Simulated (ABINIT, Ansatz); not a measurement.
Records of electronic-structure calculations.

GaAs (F-43m): one start, several treatments of the self-energy. Symmetry: F-43m, No. 216, cubic system. Conventional cell: a = 5.654 Å, b = 5.654 Å, c = 5.654 Å, α = 90.00°, β = 90.00°, γ = 90.00°. Ga has 4 As at 2.45 Å nearest. Nearest to As lie 4 Ga at 2.45 Å. Farther neighbours, and contacts between anions beyond the nearest, are not listed. The calculation used RPA screening on PBE, plane waves, norm-conserving pseudopotentials (and 3 further levels or steps) in ABINIT 10.8.3, with cutoff 45 Ha, PseudoDojo scalar-relativistic 0.4 stringent, norm-conserving, ngkpt (6, 6, 6), nband 140, ecuteps 6.5 Ha, inclvkb 2, shiftk (0, 0, 0), symchi 1, awtr 1, frequency ppm, 6×6×6 k-mesh. The G0W0, Godby-Needs plasmon pole is 1.107 eV, the G0W0, Hybertsen-Louie plasmon pole is 1.081 eV and the G0W0, von der Linden-Horsch plasmon pole is 1.158 eV. The one-shot Hartree-Fock is 5.618 eV and the known limits are short of the basis limit; mesh may overstate the screening; no spin-orbit coupling; coarse k mesh. It took 6 runs, 14 min in all on 4 MPI ranks of Intel Xeon 6975P-C (Granite Rapids), shared host. G0W0, Hybertsen-Louie plasmon pole: −0.026 eV against G0W0, Godby-Needs plasmon pole. G0W0, von der Linden-Horsch plasmon pole: +0.051 eV against G0W0, Godby-Needs plasmon pole. The cell and positions come from the Crystallography Open Database and are kept as given unless a step says otherwise. Limits: mesh may overstate the screening; no spin-orbit coupling. The 6×6×6 mesh is coarse for this cell, which bears on the long-range parts of exchange and screening. For the PBE start: The RPA ε∞ on this mesh reaches over 25; with a narrow direct gap a coarse mesh can overstate it, and the correction is then too small.

[Paths, hosts, dates, memory and timing lines, banners, echoed tables and standing remarks are left out of the program output; an Ansatz launch command may be rebuilt from the run's recorded settings. Measured values are a selection of at most five: reports struck by readers or far from the other reports are left out. None is set beside runs whose start may be inverted or whose files or cutoffs have a known fault.]

[Runs of the session that timed out or met a known fault of the program may be left out.]

[Hosts, paths, dates, database ids (printed as entryN), source tags and the programs' standing remarks are cut or masked in the printed files.]

[G0W0 gaps are taken among the corrected bands and points alone; a level outside them can change the order at an edge.]

[Where Ansatz stands beside ABINIT at settings called matched, ABINIT's density can come from a denser mesh and the files from another edition; pairs whose starting gaps differed by over 0.03 eV were left out, so agreement reads better than it is.]
